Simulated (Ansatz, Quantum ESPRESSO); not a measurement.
# Pb(111) with two intrinsic faults two layers apart (four hcp-stacked layers): ballistic transmission, part 3 of 4

How well does the junction conduct in the ballistic limit? It is: Pb(111) with two intrinsic faults two layers apart (four hcp-stacked layers).

Quantum ESPRESSO 7.5; plane-wave DFT, PBE, GBRV ultrasoft pseudopotentials; cross-check by Ansatz 0.2.0 with PAW datasets.

So far. Step 2 (Self-consistent run): The run needed 8 iterations to bring the estimated error under 1e-07 Ry; the largest force on any atom, held or free, is 0.06 eV/Å. Step 3 (The open system): At no point does T exceed the number of channels.

## (4) The open system, with ewind = 2.0 and epsproj = 0.001

Level of this step: transmission by pwcond, lead and junction from one cell; plane-wave DFT, PBE, GBRV ultrasoft pseudopotentials (Quantum ESPRESSO).

A sensitivity test on the input.

Input file cond.w.in:

```
&inputcond
  outdir = './out'
  prefixt = 'scf'
  tran_file = 'cond.w.dat'
  bdl = 2.4494897422
  bds = 13.0639452936
  ikind = 1
  ewind = 2.0
  epsproj = 0.001
  nz1 = 7
  energy0 = 0.4
  denergy = -0.4
/
19
  0.00000000 0.00000000 0.00694444
  0.00000000 0.08333333 0.04166667
  0.00000000 0.16666667 0.04166667
  0.00000000 0.25000000 0.04166667
  0.00000000 0.33333333 0.04166667
  0.00000000 0.41666667 0.04166667
  0.00000000 0.50000000 0.02083333
  0.08333333 0.16666667 0.04166667
  0.08333333 0.25000000 0.08333333
  0.08333333 0.33333333 0.08333333
  0.08333333 0.41666667 0.08333333
  0.08333333 0.50000000 0.08333333
  0.16666667 0.33333333 0.04166667
  0.16666667 0.41666667 0.08333333
  0.16666667 0.50000000 0.08333333
  0.16666667 0.58333333 0.04166667
  0.25000000 0.50000000 0.04166667
  0.25000000 0.58333333 0.08333333
  0.33333333 0.66666667 0.01388889
3
```

On the command line:

```sh
> OMP_NUM_THREADS=1 mpirun -n 4 pwcond.x -in cond.w.in > cond.w.out
```

Log:

```text
[banner, memory and clock lines left out]
Program PWCOND v.7.5 starts
[citation notice left out]

[...]
./out/scf.save/

[...]
negative rho (up, down):  2.545E-01 0.000E+00
     Reading collected, re-writing distributed wavefunctions

===== INPUT FILE containing all the regions =====

     GEOMETRY:

     lattice parameter (alat)  =       6.7213  a.u.
     the volume                =    3435.2674 (a.u.)^3
     the cross section         =      39.1232 (a.u.)^2
     l of the unit cell        =      13.0639 (alat)
     number of atoms/cell      =           16
     number of atomic types    =            1

     crystal axes: (cart. coord. in units of alat)
               a(1) = (  1.0000  0.0000  0.0000 )
               a(2) = (  0.5000  0.8660  0.0000 )
               a(3) = (  0.0000  0.0000 13.0639 )

   Cartesian axes

     site n.     atom                  positions (alat units)
          1        Pb     tau(  1)=(  0.0000  0.0000 13.0639  )
          2        Pb     tau(  2)=(  0.5000  0.2887  0.8165  )
          3        Pb     tau(  3)=(  1.0000  0.5774  1.6330  )
          4        Pb     tau(  4)=(  0.0000  0.0000  2.4495  )
          5        Pb     tau(  5)=(  0.5000  0.2887  3.2660  )
          6        Pb     tau(  6)=(  1.0000  0.5774  4.0825  )
          7        Pb     tau(  7)=(  0.5000  0.2887  4.8990  )
          8        Pb     tau(  8)=(  1.0000  0.5774  5.7155  )
          9        Pb     tau(  9)=(  0.5000  0.2887  6.5320  )
         10        Pb     tau( 10)=(  1.0000  0.5774  7.3485  )
         11        Pb     tau( 11)=(  0.0000  0.0000  8.1650  )
         12        Pb     tau( 12)=(  0.5000  0.2887  8.9815  )
         13        Pb     tau( 13)=(  1.0000  0.5774  9.7980  )
         14        Pb     tau( 14)=(  0.0000  0.0000 10.6145  )
         15        Pb     tau( 15)=(  0.5000  0.2887 11.4310  )
         16        Pb     tau( 16)=(  1.0000  0.5774 12.2474  )

     nr1s                      =           27
     nr2s                      =           27
     nr3s                      =          360
     nr1sx                     =           27
     nr2sx                     =           27
     nr3sx                     =          360
     nr1                       =           32
     nr2                       =           32
     nr3                       =          400
     nr1x                      =           32
     nr2x                      =           32
     nr3x                      =          400

 _______________________________
  Radii of nonlocal spheres:

     type       ibeta     ang. mom.          radius (alat units)
       Pb         1         0                    0.3458
       Pb         2         0                    0.3458
       Pb         3         1                    0.3458
       Pb         4         1                    0.3458
       Pb         5         2                    0.3458
       Pb         6         2                    0.3458
----- General information -----

--- T calc. with identical leads (ikind=1) ---

     nrx                       =           27
     nry                       =           27
     nz1                       =            7

     energy0               =         4.0E-01
     denergy               =        -4.0E-01
     nenergy               =          3
     ecut2d                =         4.0E+01
     ewind                 =         2.0E+00
     epsproj               =         1.0E-03

     number of k_|| points=   19
                       cryst. coord.
        k(    1) = (   0.0000000   0.0000000), wk =   0.0069444
        k(    2) = (   0.0000000   0.0833333), wk =   0.0416667
[...]
k(   19) = (   0.3333333   0.6666667), wk =   0.0138889
----- Information about left/right lead -----

     nocros                   =           18
     noins                    =           36
     norb                     =           72
     norbf                    =          252
     nrz                      =           67

      iorb      type   ibeta   ang. mom.   m       position (alat)
        1        1       1        0        1   taunew(   1)=(  0.0000  0.0000  0.0000)
        2        1       2        0        1   taunew(   2)=(  0.0000  0.0000  0.0000)
[...]
72        1       6        2        5   taunew(  72)=(  0.0000  0.0000  2.4495)
    k slab    z(k)  z(k+1)     crossing(iorb=1,norb)
    1   0.0000 0.0366 0.0366   111111111111111111000000000000000000000000000000000000000000000000000000
    2   0.0366 0.0731 0.0366   111111111111111111000000000000000000000000000000000000000000000000000000
[...]
67   2.4129 2.4495 0.0366   000000000000000000000000000000000000000000000000000000111111111111111111
----- Information about scattering region -----

     noins                    =          216
     norb                     =          252
     norbf                    =          252
     nrz                      =          293

      iorb      type   ibeta   ang. mom.   m       position (alat)
        1        1       1        0        1   taunew(   1)=(  0.0000  0.0000  0.0000)
        2        1       2        0        1   taunew(   2)=(  0.0000  0.0000  0.0000)
[...]
252        1       6        2        5   taunew( 252)=(  0.0000  0.0000 10.6145)
 ngper, shell number =          121          15
 ngper, n2d =          121          52
---  E-Ef =    0.4000000  k =    0.0000000   0.0000000
---  ie =          1  ik =          1
 Nchannels of the left tip =            1
 Right moving states:
   k1(2pi/a)   k2(2pi/a)   E-Ef (eV)
   0.2196612   0.0000004   0.4000000
 Left moving states:
   k1(2pi/a)   k2(2pi/a)   E-Ef (eV)
  -0.2196612   0.0000004   0.4000000

 to transmit
 Band j to band i transmissions and reflections:
    j         i     |T_ij|^2    |R_ij|^2

    1 -->     1     1.00000     0.00000
   Total T_j, R_j =    1.00000  0.00000

E-Ef(ev), T(x2 spins) =    0.4000000   1.9999995
---  E-Ef =    0.0000000  k =    0.0000000   0.0000000
---  ie =          2  ik =          1
 Nchannels of the left tip =            1
 Right moving states:
   k1(2pi/a)   k2(2pi/a)   E-Ef (eV)
   0.1755742   0.0000004   0.0000000
 Left moving states:
   k1(2pi/a)   k2(2pi/a)   E-Ef (eV)
  -0.1755742   0.0000004   0.0000000

 to transmit
 Band j to band i transmissions and reflections:
    j         i     |T_ij|^2    |R_ij|^2

    1 -->     1     1.00000     0.00000
   Total T_j, R_j =    1.00000  0.00000

E-Ef(ev), T(x2 spins) =    0.0000000   1.9999995
---  E-Ef =   -0.4000000  k =    0.0000000   0.0000000
---  ie =          3  ik =          1
 Nchannels of the left tip =            1
 Right moving states:
   k1(2pi/a)   k2(2pi/a)   E-Ef (eV)
   0.1304198   0.0000004  -0.4000000
 Left moving states:
   k1(2pi/a)   k2(2pi/a)   E-Ef (eV)
  -0.1304198   0.0000004  -0.4000000

 to transmit
 Band j to band i transmissions and reflections:
    j         i     |T_ij|^2    |R_ij|^2

    1 -->     1     1.00000     0.00000
   Total T_j, R_j =    1.00000  0.00000

E-Ef(ev), T(x2 spins) =   -0.4000000   1.9999962
 ngper, shell number =          121          66
 ngper, n2d =          121          56
[... further energies and points left out ...]
---  E-Ef =    0.4000000  k =    0.3333333   0.6666667
---  ie =          1  ik =         19
 Nchannels of the left tip =            0
 Right moving states:
   k1(2pi/a)   k2(2pi/a)   E-Ef (eV)
 Left moving states:
   k1(2pi/a)   k2(2pi/a)   E-Ef (eV)

 to transmit
          E-Ef(ev), T =    0.4000000   0.0000000
---  E-Ef =    0.0000000  k =    0.3333333   0.6666667
---  ie =          2  ik =         19
 Nchannels of the left tip =            3
 Right moving states:
   k1(2pi/a)   k2(2pi/a)   E-Ef (eV)
   0.4765968   0.0000068   0.0000000
   0.4810024   0.0000006   0.0000000
   0.4889978   0.0000068   0.0000000
 Left moving states:
   k1(2pi/a)   k2(2pi/a)   E-Ef (eV)
  -0.4765968   0.0000068   0.0000000
  -0.4810024   0.0000006   0.0000000
  -0.4889978   0.0000068   0.0000000

 to transmit
 Band j to band i transmissions and reflections:
    j         i     |T_ij|^2    |R_ij|^2

    1 -->     1     0.02211     0.97789
    1 -->     2     0.00000     0.00000
    1 -->     3     0.00000     0.00000
   Total T_j, R_j =    0.02211  0.97789

    2 -->     1     0.00000     0.00000
    2 -->     2     0.33989     0.66011
    2 -->     3     0.00000     0.00000
   Total T_j, R_j =    0.33989  0.66011

    3 -->     1     0.00000     0.00000
    3 -->     2     0.00000     0.00000
    3 -->     3     0.00604     0.99396
   Total T_j, R_j =    0.00604  0.99396

E-Ef(ev), T(x2 spins) =    0.0000000   0.7360652
---  E-Ef =   -0.4000000  k =    0.3333333   0.6666667
---  ie =          3  ik =         19
 Nchannels of the left tip =            3
 Right moving states:
   k1(2pi/a)   k2(2pi/a)   E-Ef (eV)
   0.3151003   0.0000069  -0.4000000
   0.3157331   0.0000005  -0.4000000
   0.3166236   0.0000069  -0.4000000
 Left moving states:
   k1(2pi/a)   k2(2pi/a)   E-Ef (eV)
  -0.3151003   0.0000069  -0.4000000
  -0.3157331   0.0000005  -0.4000000
  -0.3166236   0.0000069  -0.4000000

 to transmit
 Band j to band i transmissions and reflections:
    j         i     |T_ij|^2    |R_ij|^2

    1 -->     1     0.59868     0.40132
    1 -->     2     0.00000     0.00000
    1 -->     3     0.00000     0.00000
   Total T_j, R_j =    0.59868  0.40132

    2 -->     1     0.00000     0.00000
    2 -->     2     0.93027     0.06973
    2 -->     3     0.00000     0.00000
   Total T_j, R_j =    0.93027  0.06973

    3 -->     1     0.00000     0.00000
    3 -->     2     0.00000     0.00000
    3 -->     3     0.59276     0.40724
   Total T_j, R_j =    0.59276  0.40724

E-Ef(ev), T(x2 spins) =   -0.4000000   4.2434275
   T_tot     0.40000      0.20292E+01
   T_tot     0.00000      0.20079E+01
   T_tot    -0.40000      0.20019E+01

[...]
```

The job ended after 89 s (4 MPI ranks of Arm Neoverse V1, shared host; peak memory 0.26 GiB; 5.9 min of CPU time).

The changed values were drawn from a wide range, not chosen for quality; the comparison shows what they did here together.

Beside the run it was changed from:

| quantity | this run | unchanged run | difference |
| --- | --- | --- | --- |
| transmission at the Fermi level, one spin | 1.004 | 1.016 | -0.012 |
| lead channels at the Fermi level, one spin | 1.257 | 1.285 | -0.028 |
| wall time (s) | 89 | 279 |  |

Over all energies T moves by up to 0.012, at 0 eV.

The physical values in this table move by up to 2.2 %.

(Part 3 of 4 ends here.)

[Logs are printed without paths, hosts, clocks, repeated set-up lines and the standing remarks that a program may print on its own settings, such as how far it seeks lower states.]

[Hosts, paths, dates, database ids (printed as entryN), source tags and the programs' standing remarks are cut or masked in the printed files.]

[Maps of the electrostatic potential energy from Ansatz leave out the sawtooth potential of an applied field or a dipole correction, so their vacuum need not be flat; planar profiles and work functions include it.]
